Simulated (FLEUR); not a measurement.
```
Magnetic state of GdO from several starts
1.0
     0.00000    2.70000    2.70000
     2.70000    0.00000    2.70000
     2.70000    2.70000    0.00000
Gd O
1 1
Direct
  0.00000 0.00000 0.00000
  0.25000 0.25000 0.25000
# method: PBE with U = 6 eV on Gd f; all-electron FLAPW, Dirac cores, scalar-relativistic bands (and 1 further level or step)
# program: FLEUR MaX-R8.1
# settings of one run: kmax 3.85 1/bohr, gmax 11.6 1/bohr, muffin tin radii Gd: 2.75, O: 1.56 bohr, lmax Gd: [10, 8], O: [6, 4], hist occupations, smearing width 0.03 eV, mixer Anderson, mixing 0.05, max iterations 130, stop 0.0001 me/bohr³, collinear spin, 8×8×8 k-mesh, double counting FLL, mesh matched on, seeded occupations whole cubic f orbitals, Hund's first rule, starting moments 7 0 μB
# cost: 4 runs, 6.8 min in all on 4 MPI ranks of Intel Xeon Platinum 8375C at 2.90GHz (Ice Lake), shared host (the runs of this entry)
# notes: The run is spin-polarised, with a total moment of 7.94 μB a cell. Only 3 starts were tried; other patterns of signs, canted and longer-period orders were not.
# lowest state found: ferromagnetic (initial ferro +)
# largest site spin moment: 7.32 μB
# next finished state: antiferromagnetic, 33.8 meV a seeded atom higher
# orbital moment on the atom of largest spin, along its spin (spin–orbit run): -0.0147 μB
# spin plus orbital moment: Gd 7.30 μB
```

[Logs and program files are shortened in this print: banners, set-up blocks, solver, clock and traceback lines can be left out without a mark of their own.]

[Logs are printed without paths, hosts, clocks, repeated set-up lines and the standing remarks that a program may print on its own settings, such as how far it seeks lower states.]

[Hosts, paths, dates, database ids (printed as entryN), source tags and the programs' standing remarks are cut or masked in the printed files.]

[Where a cell is said to come from a database of computed structures, the database is the Materials Project.]
